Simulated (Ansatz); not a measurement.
# Decaying states in the gap of Ca2BrCl2F

A new crystal, Ca2BrCl2F: structure, gap and complex bands. It is built by putting Br for part of the F in the CaClF structure of space group P4/nmm, with the volume rescaled by atomic radii. The parent structure comes from the Materials Project.

Main program and level: Ansatz 0.2.0; r2SCAN DFT, plane waves, PAW files, in the first sound run; inputs show where later runs differ.

The structure was built from a prototype and need not be the compound's stable phase.

## Step 1: The structure

The structure is tetragonal, space group P-4m2 (No. 115). Conventional cell: a = 4.051 Å, b = 4.051 Å, c = 7.151 Å, α = 90.00°, β = 90.00°, γ = 90.00°. Nearest to Ca lie 2 F at 2.46 Å and 2 Br at 2.46 Å and 5 Cl at 3.08 to 3.22 Å. Cl has 5 Ca at 3.08 to 3.22 Å nearest. Nearest to F lie 4 Ca at 2.46 Å. Nearest to Br lie 4 Ca at 2.46 Å. It derives from CaClF. Br for part of the F in the CaClF structure of space group P4/nmm. Farther neighbours and most contacts between anions are not listed.

Structure file:

```cif
data_structure
_symmetry_space_group_name_H-M 'P 1'
_symmetry_Int_Tables_number 1
_cell_length_a 4.0511
_cell_length_b 4.0511
_cell_length_c 7.1509
_cell_angle_alpha 90.000
_cell_angle_beta 90.000
_cell_angle_gamma 90.000
_cell_volume 117.36
loop_
_atom_site_label
_atom_site_type_symbol
_atom_site_fract_x
_atom_site_fract_y
_atom_site_fract_z
_atom_site_occupancy
Ca1 Ca 0.00000 0.50000 0.80483 1
Ca2 Ca 0.50000 0.00000 0.19517 1
Cl3 Cl 0.50000 0.00000 0.64510 1
Cl4 Cl 0.00000 0.50000 0.35490 1
F5 F 0.50000 0.50000 0.00000 1
Br6 Br 0.00000 0.00000 0.00000 1
```

## Step 2: Relaxing the new crystal

The substituted atoms don't fit the parent's cell, so cell and atoms relax together. A small smearing keeps the run stable in case the gap closes on the way.

Input file input.yaml:

```yaml
crystal:
  lattice:
    - [4.0511359436, 0.0, 0.0]
    - [0.0, 4.0511359436, 0.0]
    - [0.0, 0.0, 7.1509419958]
  atoms:
    - { symbol: Ca, position: [0.0, 0.5, 0.80483219] }
    - { symbol: Ca, position: [0.5, 0.0, 0.19516781] }
    - { symbol: Cl, position: [0.5, 0.0, 0.64509582] }
    - { symbol: Cl, position: [0.0, 0.5, 0.35490418] }
    - { symbol: F, position: [0.5, 0.5, 0.0] }
    - { symbol: Br, position: [0.0, 0.0, 0.0] }
kpoints:
  mp_grid: { grid: [6, 6, 4] }
scf:
  occupations: { method: gaussian, width: 0.03 }
hamiltonian:
  xc: r2scan
output:
  forces: true
  stress: true
relax:
  f_tol: 0.02
  max_steps: 60
  cell: {}
```

Started as:

```console
> ansatz run input.yaml --threads 2 --pin off --max-ram 4096MiB --backend cpu --events-out ev --progress --plain --runs-dir out
```

Numbers of over 12 decimals in the logs are rounded to 6 here.

The log of the run:

```text
Engine: ansatz 0.2.0, aarch64-unknown-linux-gnu
Pseudopotentials: kind: paw
Pseudopotential: Ca, paw, valence charge 10, recommended cutoff 500 eV (meta_gga), Ca.paw.azcp
Pseudopotential: Cl, paw, valence charge 7, recommended cutoff 500 eV (meta_gga), Cl.paw.azcp
Pseudopotential: F, paw, valence charge 7, recommended cutoff 500 eV (meta_gga), F.paw.azcp
Pseudopotential: Br, paw, valence charge 7, recommended cutoff 500 eV (meta_gga), Br.paw.azcp
Functional definition: r2SCAN
  parameter k0 = 0.174
  parameter k1 = 0.065
  parameter a1 = 4.9479
  exchange = r2scan_x(k0 = k0, k1 = k1, a1 = a1)
  correlation = r2scan_c
Crystal: 6 atoms, lattice volume = 117.359 Å³
Basis set: ecut = 500 eV, 2987 PW (Γ), exchange–correlation on 120×120×216 points (64 copies of the dense FFT grid, shifted against one another)
Bands: 30, of which v1, the nominal top of the filled ones, is band 24 counted from 1 (23 counted from 0)
Symmetry: 8 space group operations
Space group: P-4m2 (ITA 115), of the structure as read, at distance tolerance 4.9e-5 Å
k-points: 30 of 144 (time reversal used)
Non-local potential: Ca, projectors of the file, l = 0: 3, l = 1: 2, l = 2: 2
Non-local potential: Cl, projectors of the file, l = 0: 2, l = 1: 2, l = 2: 2
Non-local potential: F, projectors of the file, l = 0: 2, l = 1: 2, l = 2: 1
Non-local potential: Br, projectors of the file, l = 0: 2, l = 1: 2, l = 2: 2
PAW form: soft (Blöchl's): semilocal exchange-correlation on the pseudo side does not see the compensation charge
PAW frozen core: Ca, regenerated for the run's functional (the file was generated under x = pbe(κ = 0.804, μ = 0.219515), c = pbe(β = 0.066725))
PAW frozen core: Cl, regenerated for the run's functional (the file was generated under x = pbe(κ = 0.804, μ = 0.219515), c = pbe(β = 0.066725))
PAW frozen core: F, regenerated for the run's functional (the file was generated under x = pbe(κ = 0.804, μ = 0.219515), c = pbe(β = 0.066725))
PAW frozen core: Br, regenerated for the run's functional (the file was generated under x = pbe(κ = 0.804, μ = 0.219515), c = pbe(β = 0.066725))
PAW one-centre angular grid: Ca, 302 points (default); XC on 160 Gauss nodes
PAW one-centre angular grid: Cl, 302 points (default); XC on 160 Gauss nodes
PAW one-centre angular grid: F, 302 points (default); XC on 160 Gauss nodes
PAW one-centre angular grid: Br, 302 points (default); XC on 160 Gauss nodes
Initial density: superposition of atomic densities (neutral atoms: chi_scale 0, normalization atom), corrected by the library's trained network
Initial wavefunctions: pseudopotential atomic-orbital guess
Functional: x = r2scan, c = r2scan; τ floored in thin density (d = 2e-4 eV/Å³)
SCF iter   1: F=—  HF=-9424.847313 eV  |F-HF|=—  |Δ(HF+E_count)|=         —  Δρ=7.09e-3  dr2=5.71e-2  dr2_τ=6.70e-2  ethr=1.77e-3  ⟨swp⟩=9.7  Hψ=5234  notcnv=0
preconditioner: auto → Resta (q_TF=auto, 2.351 Å⁻¹)  ε∞=3.0  [insulator: Δε(μ)=5.272 eV  Ē_g=15.839 eV  σ=0.030 eV  W_gap=1.00  n_scr=28 (ndim 8)  ℏωp=22.2 eV  f_vac=0.002  D(μ)=0.00/eV (n_scr^D=0)  ε∞_Penn≈3.0]
SCF iter   2: F=—  HF=-9424.974150 eV  |F-HF|=—  |Δ(HF+E_count)|=   1.27e-1  Δρ=3.31e-3  dr2=9.36e-3  dr2_τ=8.09e-4  ethr=1.19e-4  ⟨swp⟩=3.0  Hψ=2046  notcnv=0  defer=54
SCF iter   3: F=—  HF=-9424.972757 eV  |F-HF|=—  |Δ(HF+E_count)|=   1.39e-3  Δρ=1.04e-3  dr2=1.28e-3  dr2_τ=1.17e-4  ethr=1.95e-5  ⟨swp⟩=2.0  Hψ=1566  notcnv=0  defer=24
automatic band count: iteration 3 solves 29 bands in place of 30: the levels show a gap, and the empty bands left out lie too high to hold charge; the band table lists the bands solved (type scf.n_extra_bands for more)
SCF iter   4: F=—  HF=-9424.972648 eV  |F-HF|=—  |Δ(HF+E_count)|=   1.09e-4  Δρ=3.47e-4  dr2=9.66e-5  dr2_τ=1.30e-5  ethr=2.66e-6  ⟨swp⟩=2.7  Hψ=1633  notcnv=0  defer=24
SCF iter   5: F=—  HF=-9424.972661 eV  |F-HF|=—  |Δ(HF+E_count)|=   1.33e-5  Δρ=6.44e-5  dr2=4.37e-6  dr2_τ=4.14e-7  ethr=2.01e-7  ⟨swp⟩=2.0  Hψ=1497  notcnv=0  defer=24
SCF iter   6: F=—  HF=-9424.972663 eV  |F-HF|=—  |Δ(HF+E_count)|=   1.61e-6  Δρ=1.60e-5  dr2=2.77e-7  dr2_τ=2.72e-8  ethr=9.10e-9  ⟨swp⟩=2.0  Hψ=1508  notcnv=0  defer=24
SCF iter   7: F=-9424.972663 eV  HF=-9424.972663 eV  |F-HF|=3.89e-9  |Δ(HF+E_count)|=   5.33e-8  Δρ=3.48e-6  dr2=1.62e-8  dr2_τ=1.57e-9  ethr=2.08e-10  ⟨swp⟩=4.2  Hψ=2978  notcnv=0
SCF 1 converged in 7 iterations: F = -9424.972663 eV  dr2 = 1.62e-8
  greatest PAW one-centre occupation: 0.995 electrons in one spin orbital (limit 2), on the Ca atom at site 0 (counted from 0), in its partial waves of l = 0
relax step   1: F+E_penalty+E_count = -9424.97266302 eV  Δ(F+E_penalty+E_count) = +0.000e0 eV  max|allowed force component| = 3.663e0 eV/Å  Δτ_max = 0.0000 Å  P = +13.274 GPa  Ω = 117.359 Å³  (7 SCF iters, dr2 threshold 1.00e-7 eV, accepted)
Crystal: 6 atoms, lattice volume = 124.956 Å³
Basis set: ecut = 500 eV, 3179 PW (Γ), exchange–correlation on 120×120×216 points (64 copies of the dense FFT grid, shifted against one another)
Initial density: handed on by an earlier stage of this run
Initial wavefunctions: those handed on with the density
iter 1 solved again at ethr=1.49e-3 eV; its pass at ethr=3.10e-3 eV (dr2=7.17e-1 eV) is discarded
SCF iter   1: F=—  HF=-9426.415336 eV  |F-HF|=—  |Δ(HF+E_count)|=         —  Δρ=2.02e-2  dr2=7.23e-1  dr2_τ=4.31e0  ethr=1.49e-3  ⟨swp⟩=1.0  Hψ=5518  notcnv=0
automatic band count: iteration 1 solves 28 bands in place of 30: the levels show a gap, and the empty bands left out lie too high to hold charge; the band table lists the bands solved (type scf.n_extra_bands for more)
preconditioner: auto → Resta (q_TF=auto, 2.326 Å⁻¹)  ε∞=3.0  [insulator: Δε(μ)=4.699 eV  Ē_g=15.772 eV  σ=0.030 eV  W_gap=1.00  n_scr=36 (ndim 8)  ℏωp=22.0 eV  f_vac=0.001  D(μ)=0.00/eV (n_scr^D=0)  ε∞_Penn≈3.0]
SCF iter   2: F=—  HF=-9426.311034 eV  |F-HF|=—  |Δ(HF+E_count)|=   1.04e-1  Δρ=7.53e-3  dr2=7.13e-2  dr2_τ=1.50e-2  ethr=1.49e-3  ⟨swp⟩=3.3  Hψ=1845  notcnv=0
SCF iter   3: F=—  HF=-9426.302419 eV  |F-HF|=—  |Δ(HF+E_count)|=   8.62e-3  Δρ=2.65e-3  dr2=8.12e-3  dr2_τ=7.28e-4  ethr=1.49e-4  ⟨swp⟩=4.1  Hψ=1923  notcnv=0  defer=1
SCF iter   4: F=—  HF=-9426.302520 eV  |F-HF|=—  |Δ(HF+E_count)|=   1.01e-4  Δρ=1.23e-3  dr2=1.31e-3  dr2_τ=1.78e-4  ethr=1.69e-5  ⟨swp⟩=2.0  Hψ=1610  notcnv=0
SCF iter   5: F=—  HF=-9426.302539 eV  |F-HF|=—  |Δ(HF+E_count)|=   1.91e-5  Δρ=3.05e-4  dr2=5.35e-5  dr2_τ=1.28e-5  ethr=2.72e-6  ⟨swp⟩=2.0  Hψ=1488  notcnv=0
SCF iter   6: F=—  HF=-9426.302558 eV  |F-HF|=—  |Δ(HF+E_count)|=   1.87e-5  Δρ=7.35e-5  dr2=4.33e-6  dr2_τ=6.98e-7  ethr=1.11e-7  ⟨swp⟩=2.0  Hψ=1481  notcnv=0
[...]
preconditioner: auto → Resta (q_TF=auto, 2.315 Å⁻¹)  ε∞=2.9  [insulator: Δε(μ)=4.502 eV  Ē_g=15.698 eV  σ=0.030 eV  W_gap=1.00  n_scr=36 (ndim 8)  ℏωp=21.7 eV  f_vac=0.000  D(μ)=0.00/eV (n_scr^D=0)  ε∞_Penn≈2.9]
SCF iter   2: F=—  HF=-9426.520774 eV  |F-HF|=—  |Δ(HF+E_count)|=   1.79e-1  Δρ=4.24e-3  dr2=2.09e-2  dr2_τ=3.16e-3  ethr=3.54e-4  ⟨swp⟩=3.3  Hψ=1804  notcnv=0
SCF iter   3: F=—  HF=-9426.517683 eV  |F-HF|=—  |Δ(HF+E_count)|=   3.09e-3  Δρ=1.38e-3  dr2=2.49e-3  dr2_τ=2.07e-4  ethr=4.35e-5  ⟨swp⟩=2.6  Hψ=1601  notcnv=0
SCF iter   4: F=—  HF=-9426.517978 eV  |F-HF|=—  |Δ(HF+E_count)|=   2.95e-4  Δρ=5.01e-4  dr2=2.77e-4  dr2_τ=3.14e-5  ethr=5.20e-6  ⟨swp⟩=2.5  Hψ=1367  notcnv=0
SCF iter   5: F=—  HF=-9426.518037 eV  |F-HF|=—  |Δ(HF+E_count)|=   5.90e-5  Δρ=2.95e-4  dr2=5.83e-5  dr2_τ=8.80e-6  ethr=5.76e-7  ⟨swp⟩=2.0  Hψ=1500  notcnv=0
SCF iter   6: F=—  HF=-9426.518031 eV  |F-HF|=—  |Δ(HF+E_count)|=   5.62e-6  Δρ=5.52e-5  dr2=2.09e-6  dr2_τ=3.05e-7  ethr=1.22e-7  ⟨swp⟩=2.0  Hψ=1496  notcnv=0
SCF iter   7: F=-9426.518033 eV  HF=-9426.518033 eV  |F-HF|=6.20e-9  |Δ(HF+E_count)|=   1.94e-6  Δρ=7.60e-6  dr2=6.30e-8  dr2_τ=1.08e-8  ethr=1.25e-9  ⟨swp⟩=4.8  Hψ=3155  notcnv=0
SCF 3 converged in 7 iterations: F = -9426.518033 eV  dr2 = 6.30e-8
  greatest PAW one-centre occupation: 0.994 electrons in one spin orbital (limit 2), on the Ca atom at site 1 (counted from 0), in its partial waves of l = 0
relax step   3: F+E_penalty+E_count = -9426.51803292 eV  Δ(F+E_penalty+E_count) = -2.155e-1 eV  max|allowed force component| = 2.439e-1 eV/Å  Δτ_max = 0.1519 Å  P = +1.162 GPa  Ω = 128.552 Å³  energy of the carried Pulay correction = -2.631e-3 eV  (7 SCF iters, dr2 threshold 6.00e-7 eV, accepted)
[...]
relax step   4: F+E_penalty+E_count = -9426.56589513 eV  Δ(F+E_penalty+E_count) = -4.786e-2 eV  max|allowed force component| = 4.662e-2 eV/Å  Δτ_max = 0.0358 Å  P = +0.204 GPa  Ω = 131.490 Å³  energy of the carried Pulay correction = -3.274e-3 eV  (6 SCF iters, dr2 threshold 6.00e-7 eV, accepted)
[...]
relax step   5: F+E_penalty+E_count = -9426.56896609 eV  Δ(F+E_penalty+E_count) = -3.071e-3 eV  max|allowed force component| = 2.137e-2 eV/Å  Δτ_max = 0.0053 Å  P = +0.052 GPa  Ω = 132.262 Å³  energy of the carried Pulay correction = -3.440e-3 eV  (5 SCF iters, dr2 threshold 4.15e-7 eV, accepted)
[...]
relax step   6: F+E_penalty+E_count = -9426.56881898 eV  Δ(F+E_penalty+E_count) = +1.471e-4 eV  max|allowed force component| = 3.044e-2 eV/Å  Δτ_max = 0.0067 Å  P = -0.043 GPa  Ω = 132.715 Å³  energy of the carried Pulay correction = -3.537e-3 eV  (6 SCF iters, dr2 threshold 2.85e-8 eV, rejected (line search))
[...]
relax step   7: F+E_penalty+E_count = -9426.56904649 eV  Δ(F+E_penalty+E_count) = -8.040e-5 eV  max|allowed force component| = 9.387e-5 eV/Å  Δτ_max = 0.0027 Å  P = +0.004 GPa  Ω = 132.462 Å³  energy of the carried Pulay correction = -3.483e-3 eV  (8 SCF iters, accepted)
Basis set: ecut = 500 eV, 3347 PW (Γ), exchange–correlation on 128×128×216 points (64 copies of the dense FFT grid, shifted against one another)
Initial wavefunctions: pseudopotential atomic-orbital guess (no wavefunctions were taken with the density)
iter 1 solved again at ethr=6.20e-8 eV; its pass at ethr=3.10e-3 eV (dr2=2.97e-5 eV) is discarded
SCF iter   1: F=—  HF=-9426.571485 eV  |F-HF|=—  |Δ(HF+E_count)|=         —  Δρ=2.39e-4  dr2=4.96e-6  dr2_τ=1.91e-5  ethr=6.20e-8  ⟨swp⟩=4.3  Hψ=8357  notcnv=0
preconditioner: auto → Resta (q_TF=auto, 2.304 Å⁻¹)  ε∞=2.8  [insulator: Δε(μ)=4.848 eV  Ē_g=15.879 eV  σ=0.030 eV  W_gap=1.00  n_scr=36 (ndim 8)  ℏωp=21.4 eV  f_vac=0.002  D(μ)=0.00/eV (n_scr^D=0)  ε∞_Penn≈2.8]
SCF iter   2: F=—  HF=-9426.571711 eV  |F-HF|=—  |Δ(HF+E_count)|=   2.26e-4  Δρ=1.23e-4  dr2=1.35e-6  dr2_τ=7.90e-6  ethr=1.03e-8  ⟨swp⟩=2.0  Hψ=1560  notcnv=0
SCF iter   3: F=—  HF=-9426.571757 eV  |F-HF|=—  |Δ(HF+E_count)|=   4.57e-5  Δρ=1.51e-5  dr2=1.55e-7  dr2_τ=2.78e-8  ethr=2.82e-9  ⟨swp⟩=2.0  Hψ=1560  notcnv=0
SCF iter   4: F=—  HF=-9426.571757 eV  |F-HF|=—  |Δ(HF+E_count)|=   1.41e-8  Δρ=2.01e-6  dr2=2.43e-9  dr2_τ=2.02e-9  ethr=3.23e-10  ⟨swp⟩=2.0  Hψ=1555  notcnv=0
SCF iter   5: F=—  HF=-9426.571757 eV  |F-HF|=—  |Δ(HF+E_count)|=   9.46e-9  Δρ=7.87e-7  dr2=2.37e-10  dr2_τ=3.49e-10  ethr=5.06e-12  ⟨swp⟩=2.0  Hψ=1560  notcnv=0
SCF iter   6: F=-9426.571757 eV  HF=-9426.571757 eV  |F-HF|=6.91e-11  |Δ(HF+E_count)|=   2.12e-9  Δρ=1.68e-7  dr2=1.73e-11  dr2_τ=1.19e-11  ethr=1.00e-12  ⟨swp⟩=5.0  Hψ=3272  notcnv=0
SCF 8 converged in 6 iterations: F = -9426.571757 eV  dr2 = 1.73e-11
relax step   8: F+E_penalty+E_count = -9426.57175680 eV  Δ(F+E_penalty+E_count) = -2.710e-3 eV  max|allowed force component| = 1.165e-4 eV/Å  Δτ_max = 0.0000 Å  P = -0.003 GPa  Ω = 132.462 Å³  stress off target by 6.48e-3 GPa  SCF on the basis re-selected at this cell (its energy is not comparable with the rows above)  (6 SCF iters)
basis re-selected at this cell: Δ(F+E_penalty+E_count) = -2.710e-3 eV, ΔP = -0.007 GPa vs the last step (what re-selecting the basis moved, of the pressure what is left beyond the Pulay correction that the steps carried, after the strain that the cell walked since its last selection, with what the two solves' SCF thresholds leave and, on support functions, any second-order correction that the steps lacked; it is no measure of the basis error at this ecutwfc). The dense FFT grid was sized anew with the basis: this SCF ran on 32×32×54 points, the steps before it on 30×30×54, so part of this shift can come from that change (see relax.cell in the input reference). [rest of the remark cut]
SCF converged after 6 iterations
Free energy (F): -9426.571757 eV
Harris-Foulkes:  -9426.571757 eV  (|F-HF|=6.91e-11)
Internal energy: -9426.571757 eV  (E = F + TS)
E sigma→0 (E₀):  -9426.571757 eV
Fermi energy:    6.307690 eV
--- Per-component energies (eV) ---
  E_band       = -389.525301
  E_kinetic    = 1220.887711
  E_local      = -2727.008574  (includes V_loc(G=0)·N_el)
  E_nonlocal   = 325.409568
  E_hartree    = 911.963463
  E_xc         = -815.349964
  E_vxc        = -892.638352  (∫ρ·V_xc dr)
  E_paw        = -5533.018174  (= ΣΔE_a)
  E_vpaw       = -192.105232  (= ΣTr[D̂ρ^β])
  E_aug_tail   = 0.001097  (compensation charges beyond the density's cutoff)
  E_vtau       = 52.001493  (kinetic-family band-sum trace: ∫τ·v_τ [+ j·A + Jᵃ·Aᵃ] dr)
  E_ewald      = -2808.553154
  E_core_change = -0.903729  (= ΣΔE_core)
  E_smearing   = -0.000000  (= −TS)
  E_closure    = 0.000000  (closes the sum)
  Σ components = -9426.571757   (vs F -9426.571757, Δ=0.00e0)
--- Forces (eV/Å), atoms counted from 1 ---
  atom   1  Ca     0.00000000    -0.00000000     0.00011650
  atom   2  Ca     0.00000000    -0.00000000    -0.00011650
  atom   3  Cl     0.00000000     0.00000000     0.00001537
  atom   4  Cl     0.00000000     0.00000000    -0.00001537
  atom   5  F      0.00000000    -0.00000000     0.00000000
  atom   6  Br     0.00000000    -0.00000000     0.00000000
  max |Σ_I F_I| component: 6.42e-17 eV/Å
--- Stress (GPa, compression-positive) ---
       -0.001530       0.000000      -0.000000
        0.000000      -0.001530       0.000000
       -0.000000       0.000000      -0.006481
  P = ⅓ Tr σ = -0.0032 GPa (-0.032 kbar)
--- Relaxed structure (7 steps of the walk, 6 accepted, 1 SCFs on fresh bases) ---
  F+E_penalty+E_count = -9426.57175680 eV   max|allowed force component| = 1.165e-4 eV/Å   (the final SCF, on the basis selected at the relaxed cell)
  cell:  # Å, volume = 132.4619 Å³
    - [4.294511, 0, 0]
    - [0, 4.294511, 0.0]
    - [0, 0.0, 7.182299]
  atoms:
    - { symbol: Ca, position: [0, 0.5, 0.762671] }
    - { symbol: Ca, position: [0.5, 0, 0.237329] }
    - { symbol: Cl, position: [0.5, 0, 0.625069] }
    - { symbol: Cl, position: [0, 0.5, 0.374931] }
    - { symbol: F, position: [0.5, 0.5, -1.3746580105076322e-18] }
    - { symbol: Br, position: [0, 0, -1.3746580105076322e-18] }
```

Run time: 89 s. Hardware: 2 threads of Arm Neoverse V1, shared host; peak memory 0.61 GiB.

The steps of the relaxation:

```tsv
step	energy less that of the first step (eV)	largest force component (eV/Å)	pressure (GPa)	volume (Å³)
1	0.0000	3.6631	13.27	117.36
2	-1.3299	1.1142	3.90	124.96
3	-1.5454	0.2439	1.16	128.55
4	-1.5932	0.0466	0.20	131.49
5	-1.5963	0.0214	0.05	132.26
6	-1.5962	0.0304	-0.04	132.71
7	-1.5964	0.0001	0.00	132.46
8*	-1.5991	0.0001	0.00	132.46
```

Relaxation steps marked * repeat the geometry before them on a plane-wave basis chosen anew for their cell, so energy and pressure can jump there. Relaxation step 6 was tried and not accepted.

The run keeps the 8 symmetry operations that it works with, so distortions that break them were not tested.

```tsv
conventional cell, symmetrised	before	after	change
a (Å)	4.051	4.295	+6.0 %
b (Å)	4.051	4.295	+6.0 %
c (Å)	7.151	7.182	+0.4 %
volume (Å³/atom)	19.56	22.08	+12.9 %
```

The atoms that moved most (Å, as changes of fractional coordinates times the final cell):

```tsv
atom	dx	dy	dz	length
Ca1	0.000	0.000	-0.303	0.303
Ca2	0.000	0.000	0.303	0.303
Cl3	0.000	0.000	-0.144	0.144
Cl4	0.000	0.000	0.144	0.144
```

The relaxed structure:

```cif
data_structure
_symmetry_space_group_name_H-M 'P 1'
_symmetry_Int_Tables_number 1
_cell_length_a 4.2945
_cell_length_b 4.2945
_cell_length_c 7.1823
_cell_angle_alpha 90.000
_cell_angle_beta 90.000
_cell_angle_gamma 90.000
_cell_volume 132.46
loop_
_atom_site_label
_atom_site_type_symbol
_atom_site_fract_x
_atom_site_fract_y
_atom_site_fract_z
_atom_site_occupancy
Ca1 Ca 0.00000 0.50000 0.76267 1
Ca2 Ca 0.50000 0.00000 0.23733 1
Cl3 Cl 0.50000 0.00000 0.62507 1
Cl4 Cl 0.00000 0.50000 0.37493 1
F5 F 0.50000 0.50000 0.00000 1
Br6 Br 0.00000 0.00000 0.00000 1
```

This step gave:

```yaml
free_energy: -9426.5718 eV
fermi_energy: 6.308 eV
pressure: -0.003180 GPa
```

The largest force component on a free atom ends at 1.2e-4 eV/Å.

[end of part 1 of 3]

[Logs are printed without paths, hosts, clocks, repeated set-up lines and the standing remarks that a program may print on its own settings, such as how far it seeks lower states.]

[Hosts, paths, dates, database ids (printed as entryN), source tags and the programs' standing remarks are cut or masked in the printed files.]
